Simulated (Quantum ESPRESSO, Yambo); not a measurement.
# A GW chain in Yambo: LuBi2O4Cl (P4/mmm), part 2 of 3

Wanted: ground state, empty states, screening and self-energy for LuBi2O4Cl (P4/mmm).

Quantum ESPRESSO 7.5 and Yambo 5.3.0; PBEsol and many-body steps on it, plane waves. Known limits of the many-body steps: not at the basis limit; no spin-orbit coupling; coarse k mesh.

So far. Step 2 (Ground state): The gap is indirect, with the least direct gap 0.39 eV higher.

## Step 3: Bands along the symmetry lines

Level of this step: DFT, PBEsol, plane waves, norm-conserving pseudopotentials (Quantum ESPRESSO).

The cheap functional maps the bands first; the places of the edges decide which points the dearer methods must see.

Contents of pw.in:

```
&control
  calculation = 'bands'
  prefix = 'x'
  outdir = 'o'
  pseudo_dir = 'pseudo'
/
&system
  ibrav = 0
  nat = 8
  ntyp = 4
  ecutwfc = 92.0
  nbnd = 57
  force_symmorphic = .true.
/
&electrons
  conv_thr = 1e-9
  electron_maxstep = 80
  diago_full_acc = .true.
  diago_thr_init = 5e-6
/
ATOMIC_SPECIES
  Lu 174.97 Lu.upf
  Bi 208.98 Bi.upf
  Cl 35.45 Cl.upf
  O 15.999 O.upf
CELL_PARAMETERS angstrom
  3.8232000000 0.0000000000 0.0000000000
  0.0000000000 3.8232000000 0.0000000000
  0.0000000000 0.0000000000 8.8560000000
ATOMIC_POSITIONS crystal
  Lu 0.0000000000 0.0000000000 0.0000000000
  Bi 0.5000000000 0.5000000000 0.7193000000
  Bi 0.5000000000 0.5000000000 0.2807000000
  Cl 0.0000000000 0.0000000000 0.5000000000
  O 0.5000000000 0.0000000000 0.8480000000
  O 0.0000000000 0.5000000000 0.8480000000
  O 0.5000000000 0.0000000000 0.1520000000
  O 0.0000000000 0.5000000000 0.1520000000
K_POINTS crystal
  75
  0.00000000 0.00000000 0.00000000 1
  0.00000000 0.06250000 0.00000000 1
  0.00000000 0.12500000 0.00000000 1
  0.00000000 0.18750000 0.00000000 1
  0.00000000 0.25000000 0.00000000 1
  0.00000000 0.31250000 0.00000000 1
  0.00000000 0.37500000 0.00000000 1
  0.00000000 0.43750000 0.00000000 1
  0.00000000 0.50000000 0.00000000 1
  0.06250000 0.50000000 0.00000000 1
  0.12500000 0.50000000 0.00000000 1
  0.18750000 0.50000000 0.00000000 1
  0.25000000 0.50000000 0.00000000 1
  0.31250000 0.50000000 0.00000000 1
  0.37500000 0.50000000 0.00000000 1
  0.43750000 0.50000000 0.00000000 1
  0.50000000 0.50000000 0.00000000 1
  0.43750000 0.43750000 0.00000000 1
  0.37500000 0.37500000 0.00000000 1
  0.31250000 0.31250000 0.00000000 1
  0.25000000 0.25000000 0.00000000 1
  0.18750000 0.18750000 0.00000000 1
  0.12500000 0.12500000 0.00000000 1
  0.06250000 0.06250000 0.00000000 1
  0.00000000 0.00000000 0.00000000 1
  0.00000000 0.00000000 0.06250000 1
  0.00000000 0.00000000 0.12500000 1
  0.00000000 0.00000000 0.18750000 1
  0.00000000 0.00000000 0.25000000 1
  0.00000000 0.00000000 0.31250000 1
  0.00000000 0.00000000 0.37500000 1
  0.00000000 0.00000000 0.43750000 1
  0.00000000 0.00000000 0.50000000 1
  0.00000000 0.06250000 0.50000000 1
  0.00000000 0.12500000 0.50000000 1
  0.00000000 0.18750000 0.50000000 1
  0.00000000 0.25000000 0.50000000 1
  0.00000000 0.31250000 0.50000000 1
  0.00000000 0.37500000 0.50000000 1
  0.00000000 0.43750000 0.50000000 1
  0.00000000 0.50000000 0.50000000 1
  0.06250000 0.50000000 0.50000000 1
  0.12500000 0.50000000 0.50000000 1
  0.18750000 0.50000000 0.50000000 1
  0.25000000 0.50000000 0.50000000 1
  0.31250000 0.50000000 0.50000000 1
  0.37500000 0.50000000 0.50000000 1
  0.43750000 0.50000000 0.50000000 1
  0.50000000 0.50000000 0.50000000 1
  0.43750000 0.43750000 0.50000000 1
  0.37500000 0.37500000 0.50000000 1
  0.31250000 0.31250000 0.50000000 1
  0.25000000 0.25000000 0.50000000 1
  0.18750000 0.18750000 0.50000000 1
  0.12500000 0.12500000 0.50000000 1
  0.06250000 0.06250000 0.50000000 1
  0.00000000 0.00000000 0.50000000 1
  0.00000000 0.50000000 0.00000000 1
  0.00000000 0.50000000 0.06250000 1
  0.00000000 0.50000000 0.12500000 1
  0.00000000 0.50000000 0.18750000 1
  0.00000000 0.50000000 0.25000000 1
  0.00000000 0.50000000 0.31250000 1
  0.00000000 0.50000000 0.37500000 1
  0.00000000 0.50000000 0.43750000 1
  0.00000000 0.50000000 0.50000000 1
  0.50000000 0.50000000 0.00000000 1
  0.50000000 0.50000000 0.06250000 1
  0.50000000 0.50000000 0.12500000 1
  0.50000000 0.50000000 0.18750000 1
  0.50000000 0.50000000 0.25000000 1
  0.50000000 0.50000000 0.31250000 1
  0.50000000 0.50000000 0.37500000 1
  0.50000000 0.50000000 0.43750000 1
  0.50000000 0.50000000 0.50000000 1
```

On the command line:

```sh
$ OMP_NUM_THREADS=1 mpirun -n 8 pw.x -nk 8 -in pw.in > pw.out
```

Log:

```text
[banner, memory and clock lines left out]
Program PWSCF v.7.5 starts

     Atomic positions and unit cell read from directory:
     o/x.save/

     Message from routine setup:
     using ibrav=0 with symmetry is DISCOURAGED, use correct ibrav instead

     G-vector sticks info

     bravais-lattice index     =            0
     lattice parameter (alat)  =       7.2248  a.u.
     unit-cell volume          =     873.5510 (a.u.)^3
     number of atoms/cell      =            8
     number of atomic types    =            4
     number of electrons       =       102.00
     number of Kohn-Sham states=           57
     kinetic-energy cutoff     =      92.0000  Ry
     charge density cutoff     =     368.0000  Ry
     Exchange-correlation= PBESOL
                           (   1   4  10   8   0   0   0)

     celldm(1)=   7.224801  celldm(2)=   0.000000  celldm(3)=   0.000000
     celldm(4)=   0.000000  celldm(5)=   0.000000  celldm(6)=   0.000000

     crystal axes: (cart. coord. in units of alat)
               a(1) = (   1.000000   0.000000   0.000000 )
               a(2) = (   0.000000   1.000000   0.000000 )
               a(3) = (   0.000000   0.000000   2.316384 )

     reciprocal axes: (cart. coord. in units 2 pi/alat)
               b(1) = (  1.000000  0.000000  0.000000 )
               b(2) = (  0.000000  1.000000  0.000000 )
               b(3) = (  0.000000  0.000000  0.431707 )
     Pseudo is Norm-conserving + core correction, Zval = 25.0
     Generated using ONCVPSP code by D. R. Hamann
     Using radial grid of 2008 points,  8 beta functions with:
     Pseudo is Norm-conserving + core correction, Zval = 23.0
     Generated using ONCVPSP code by D. R. Hamann
     Using radial grid of 1472 points,  6 beta functions with:
     Pseudo is Norm-conserving + core correction, Zval =  7.0
     Generated using ONCVPSP code by D. R. Hamann
     Using radial grid of 1028 points,  6 beta functions with:
     Pseudo is Norm-conserving + core correction, Zval =  6.0
     Generated using ONCVPSP code by D. R. Hamann
     Using radial grid of  936 points,  5 beta functions with:
     Lu               25.00   174.97000     Lu( 1.00)
     Bi               23.00   208.98000     Bi( 1.00)
     Cl                7.00    35.45000     Cl( 1.00)
     O                 6.00    15.99900     O ( 1.00)

     16 Sym. Ops., with inversion, found

   Cartesian axes

     site n.     atom                  positions (alat units)
         1        Lu     tau(   1) = (   0.0000000   0.0000000   0.0000000  )
         2        Bi     tau(   2) = (   0.5000000   0.5000000   1.6661751  )
         3        Bi     tau(   3) = (   0.5000000   0.5000000   0.6502090  )
         4        Cl     tau(   4) = (   0.0000000   0.0000000   1.1581921  )
         5        O      tau(   5) = (   0.5000000   0.0000000   1.9642938  )
         6        O      tau(   6) = (   0.0000000   0.5000000   1.9642938  )
         7        O      tau(   7) = (   0.5000000   0.0000000   0.3520904  )
         8        O      tau(   8) = (   0.0000000   0.5000000   0.3520904  )

     number of k points=    75
                       cart. coord. in units 2pi/alat
        k(    1) = (   0.0000000   0.0000000   0.0000000), wk =   0.0266667
        k(    2) = (   0.0000000   0.0625000   0.0000000), wk =   0.0266667
        k(    3) = (   0.0000000   0.1250000   0.0000000), wk =   0.0266667
[...]
[... 63 further rows ...]
        k(   74) = (   0.5000000   0.5000000   0.1888720), wk =   0.0266667
        k(   75) = (   0.5000000   0.5000000   0.2158537), wk =   0.0266667

     Dense  grid:   104163 G-vectors     FFT dimensions: (  45,  45, 108)

     The potential is recalculated from file :
     o/x.save/charge-density

     Starting wfcs are   63 randomized atomic wfcs

     Band Structure Calculation

     End of band structure calculation

          k = 0.0000 0.0000 0.0000 ( 12987 PWs)   bands (ev):

  -141.4544-141.4544 -79.4995 -79.4994 -79.4810 -79.4810 -79.4810 -79.4810
   -42.5362 -13.4111 -13.2371 -13.2371 -11.0374 -11.0322 -10.8410 -10.8281
   -10.8281 -10.8233 -10.8233 -10.8168 -10.7489 -10.7483  -7.2263  -6.5318
    -4.8481  -4.4747  -3.1621   2.4723   2.7197   6.6342   6.6342   6.8323
[...]
17.1946

          k = 0.0000 0.0625 0.0000 ( 13000 PWs)   bands (ev):

  -141.4544-141.4544 -79.4995 -79.4994 -79.4810 -79.4810 -79.4810 -79.4810
[...]
16.9036

          k = 0.0000 0.1250 0.0000 ( 12988 PWs)   bands (ev):

  -141.4544-141.4544 -79.4995 -79.4994 -79.4810 -79.4810 -79.4810 -79.4809
[...]
16.8331

[...]
k = 0.5000 0.5000 0.1889 ( 13060 PWs)   bands (ev):

  -141.4544-141.4544 -79.4995 -79.4994 -79.4811 -79.4811 -79.4811 -79.4811
[...]
16.4746

          k = 0.5000 0.5000 0.2159 ( 13080 PWs)   bands (ev):

  -141.4544-141.4544 -79.4995 -79.4994 -79.4811 -79.4811 -79.4811 -79.4811
[...]
8.9219   8.9518   9.0112   9.0112   9.0477   9.1132   9.1132  10.1911
    10.2237  10.3721  11.2273  14.6542  14.6542  16.1608  16.1608  16.1921
    16.2861

     XML data file, pseudopotentials, collected wavefunctions
```

Elapsed: 45 s, on 8 MPI ranks of Arm Neoverse V2, shared host; peak memory 1.3 GiB; 5.6 min of CPU time.

This step gave:

```
gap                        : 1.125 eV
k of the valence top       : 0.5, 0.5, 0
k of the conduction bottom : 0, 0, 0
least direct gap           : 1.513 eV
```

The gap is 1.125 eV, as in the run before at this level.

The electronic bands at the labelled points (eV, zero at the top of the highest filled band):

| point | band 48 | band 49 | band 50 | band 51 | band 52 | band 53 | band 54 | band 55 |
| --- | --- | --- | --- | --- | --- | --- | --- | --- |
| Γ | -0.81 | -0.80 | -0.80 | -0.39 | 1.13 | 3.86 | 5.30 | 5.30 |
| halfway | -1.16 | -1.16 | -1.10 | -0.37 | 2.95 | 3.90 | 4.22 | 5.33 |
| X | -1.45 | -1.34 | -0.60 | -0.59 | 2.78 | 4.68 | 4.84 | 5.38 |
| halfway | -1.60 | -1.16 | -1.13 | -0.79 | 3.79 | 4.04 | 4.52 | 4.66 |
| M | -1.04 | -1.00 | -0.86 | 0.00 | 3.67 | 3.67 | 3.71 | 4.79 |
| halfway | -1.24 | -0.85 | -0.73 | -0.68 | 3.03 | 4.07 | 4.71 | 4.91 |
| Γ | -0.81 | -0.80 | -0.80 | -0.39 | 1.13 | 3.86 | 5.30 | 5.30 |
| halfway | -0.81 | -0.80 | -0.80 | -0.59 | 1.39 | 3.57 | 5.32 | 5.32 |
| Z | -0.81 | -0.80 | -0.80 | -0.79 | 1.67 | 3.25 | 5.35 | 5.35 |
| halfway | -1.16 | -1.07 | -1.02 | -0.48 | 3.35 | 3.43 | 4.43 | 5.39 |
| R | -1.49 | -1.48 | -1.13 | -0.29 | 3.55 | 4.52 | 4.88 | 5.30 |
| halfway | -1.62 | -1.34 | -1.15 | -0.82 | 3.90 | 3.97 | 4.28 | 4.32 |
| A | -1.04 | -1.00 | -0.86 | 0.00 | 3.43 | 3.43 | 4.93 | 4.93 |
| halfway | -1.66 | -0.86 | -0.75 | -0.66 | 3.61 | 4.02 | 4.22 | 4.45 |
| Z | -0.81 | -0.80 | -0.80 | -0.79 | 1.67 | 3.25 | 5.35 | 5.35 |
| jump to X | -1.45 | -1.34 | -0.60 | -0.59 | 2.78 | 4.68 | 4.84 | 5.38 |
| halfway | -1.47 | -1.47 | -0.92 | -0.36 | 3.09 | 4.77 | 4.99 | 5.01 |
| R | -1.49 | -1.48 | -1.13 | -0.29 | 3.55 | 4.52 | 4.88 | 5.30 |
| jump to M | -1.04 | -1.00 | -0.86 | 0.00 | 3.67 | 3.67 | 3.71 | 4.79 |
| halfway | -1.04 | -1.00 | -0.86 | 0.00 | 3.54 | 3.54 | 4.12 | 4.87 |
| A | -1.04 | -1.00 | -0.86 | 0.00 | 3.43 | 3.43 | 4.93 | 4.93 |

## Step 4: Empty states on the mesh, 4×4×1 mesh, 241 bands

The sums over transitions need many empty states on a uniform mesh; this step solves for them.

Contents of pw.in:

```
&control
  calculation = 'nscf'
  prefix = 'x'
  outdir = 'o'
  pseudo_dir = 'pseudo'
/
&system
  ibrav = 0
  nat = 8
  ntyp = 4
  ecutwfc = 92.0
  nbnd = 241
  force_symmorphic = .true.
/
&electrons
  conv_thr = 1e-9
  electron_maxstep = 80
  diago_full_acc = .true.
  diago_thr_init = 5e-6
/
ATOMIC_SPECIES
  Lu 174.97 Lu.upf
  Bi 208.98 Bi.upf
  Cl 35.45 Cl.upf
  O 15.999 O.upf
CELL_PARAMETERS angstrom
  3.8232000000 0.0000000000 0.0000000000
  0.0000000000 3.8232000000 0.0000000000
  0.0000000000 0.0000000000 8.8560000000
ATOMIC_POSITIONS crystal
  Lu 0.0000000000 0.0000000000 0.0000000000
  Bi 0.5000000000 0.5000000000 0.7193000000
  Bi 0.5000000000 0.5000000000 0.2807000000
  Cl 0.0000000000 0.0000000000 0.5000000000
  O 0.5000000000 0.0000000000 0.8480000000
  O 0.0000000000 0.5000000000 0.8480000000
  O 0.5000000000 0.0000000000 0.1520000000
  O 0.0000000000 0.5000000000 0.1520000000
K_POINTS automatic
  4 4 1 0 0 0
```

On the command line:

```sh
$ OMP_NUM_THREADS=1 mpirun -n 8 pw.x -nk 4 -in pw.in > pw.out
```

Log:

```text
[banner, memory and clock lines left out]
Program PWSCF v.7.5 starts

     Atomic positions and unit cell read from directory:
     o/x.save/

     Message from routine setup:
     using ibrav=0 with symmetry is DISCOURAGED, use correct ibrav instead

     bravais-lattice index     =            0
     lattice parameter (alat)  =       7.2248  a.u.
     unit-cell volume          =     873.5510 (a.u.)^3
     number of atoms/cell      =            8
     number of atomic types    =            4
     number of electrons       =       102.00
     number of Kohn-Sham states=          241
     kinetic-energy cutoff     =      92.0000  Ry
     charge density cutoff     =     368.0000  Ry
     Exchange-correlation= PBESOL
                           (   1   4  10   8   0   0   0)

     celldm(1)=   7.224801  celldm(2)=   0.000000  celldm(3)=   0.000000
     celldm(4)=   0.000000  celldm(5)=   0.000000  celldm(6)=   0.000000

     crystal axes: (cart. coord. in units of alat)
               a(1) = (   1.000000   0.000000   0.000000 )
               a(2) = (   0.000000   1.000000   0.000000 )
               a(3) = (   0.000000   0.000000   2.316384 )

     reciprocal axes: (cart. coord. in units 2 pi/alat)
               b(1) = (  1.000000  0.000000  0.000000 )
               b(2) = (  0.000000  1.000000  0.000000 )
               b(3) = (  0.000000  0.000000  0.431707 )
     Pseudo is Norm-conserving + core correction, Zval = 25.0
     Generated using ONCVPSP code by D. R. Hamann
     Using radial grid of 2008 points,  8 beta functions with:
     Pseudo is Norm-conserving + core correction, Zval = 23.0
     Generated using ONCVPSP code by D. R. Hamann
     Using radial grid of 1472 points,  6 beta functions with:
     Pseudo is Norm-conserving + core correction, Zval =  7.0
     Generated using ONCVPSP code by D. R. Hamann
     Using radial grid of 1028 points,  6 beta functions with:
     Pseudo is Norm-conserving + core correction, Zval =  6.0
     Generated using ONCVPSP code by D. R. Hamann
     Using radial grid of  936 points,  5 beta functions with:
     Lu               25.00   174.97000     Lu( 1.00)
     Bi               23.00   208.98000     Bi( 1.00)
     Cl                7.00    35.45000     Cl( 1.00)
     O                 6.00    15.99900     O ( 1.00)

     16 Sym. Ops., with inversion, found

   Cartesian axes

     site n.     atom                  positions (alat units)
         1        Lu     tau(   1) = (   0.0000000   0.0000000   0.0000000  )
         2        Bi     tau(   2) = (   0.5000000   0.5000000   1.6661751  )
         3        Bi     tau(   3) = (   0.5000000   0.5000000   0.6502090  )
         4        Cl     tau(   4) = (   0.0000000   0.0000000   1.1581921  )
         5        O      tau(   5) = (   0.5000000   0.0000000   1.9642938  )
         6        O      tau(   6) = (   0.0000000   0.5000000   1.9642938  )
         7        O      tau(   7) = (   0.5000000   0.0000000   0.3520904  )
         8        O      tau(   8) = (   0.0000000   0.5000000   0.3520904  )

     number of k points=     6
                       cart. coord. in units 2pi/alat
        k(    1) = (   0.0000000   0.0000000   0.0000000), wk =   0.1250000
        k(    2) = (   0.0000000   0.2500000   0.0000000), wk =   0.5000000
        k(    3) = (   0.0000000  -0.5000000   0.0000000), wk =   0.2500000
        k(    4) = (   0.2500000   0.2500000   0.0000000), wk =   0.5000000
        k(    5) = (   0.2500000  -0.5000000   0.0000000), wk =   0.5000000
        k(    6) = (  -0.5000000  -0.5000000   0.0000000), wk =   0.1250000

     Dense  grid:   104163 G-vectors     FFT dimensions: (  45,  45, 108)

     The potential is recalculated from file :
     o/x.save/charge-density

     Starting wfcs are   63 randomized atomic wfcs +  178 random wfcs

     Band Structure Calculation

     End of band structure calculation

          k = 0.0000 0.0000 0.0000 ( 12987 PWs)   bands (ev):

  -141.4544-141.4544 -79.4995 -79.4995 -79.4810 -79.4810 -79.4810 -79.4810
   -42.5362 -13.4111 -13.2371 -13.2371 -11.0374 -11.0322 -10.8410 -10.8281
   -10.8281 -10.8233 -10.8233 -10.8168 -10.7489 -10.7483  -7.2263  -6.5318
    -4.8482  -4.4748  -3.1621   2.4723   2.7197   6.6342   6.6342   6.8323
[...]
[... 19 further rows ...]
[...]
77.5219

          k = 0.0000 0.2500 0.0000 ( 12982 PWs)   bands (ev):

  -141.4544-141.4544 -79.4995 -79.4994 -79.4810 -79.4810 -79.4810 -79.4809
[...]
[... 19 further rows ...]
[...]
76.9905

          k = 0.0000-0.5000 0.0000 ( 13050 PWs)   bands (ev):

  -141.4544-141.4544 -79.4995 -79.4994 -79.4811 -79.4811 -79.4809 -79.4809
[...]
25.3704  26.3567  26.9738  27.0985  28.2118  28.4167  28.6416  28.8783
     [... 19 further rows ...]
    75.2994  75.3482  75.3700  75.3979  75.9662  76.1615  76.6168  76.9842
    77.2244

          k = 0.2500 0.2500 0.0000 ( 13004 PWs)   bands (ev):

     [... further k-points ...]

     highest occupied, lowest unoccupied level (ev):    11.2274   12.3526

     XML data file, pseudopotentials, collected wavefunctions
```

The job ended after 50 s (8 MPI ranks; peak memory 1.6 GiB).

Numbers from this step:

| Item | Value |
| --- | --- |
| gap | 1.125 eV |
| k of the valence top | -0.5, -0.5, 0 |
| k of the conduction bottom | 0, 0, 0 |
| least direct gap | 1.513 eV |
| k points computed | 6 |
| lowest point of the top converged band, above the valence top | 65.5349 eV |

On this mesh the gap is 1.125 eV.

[end of part 2 of 3]

[Paths, hosts, dates, memory and timing lines, banners, echoed tables and standing remarks are left out of the program output.]

[Logs are printed without paths, hosts, clocks, repeated set-up lines and the standing remarks that a program may print on its own settings, such as how far it seeks lower states.]

[Runs of the session that timed out or met a known fault of the program may be left out.]

[Hosts, paths, dates, database ids (printed as entryN), source tags and the programs' standing remarks are cut or masked in the printed files.]
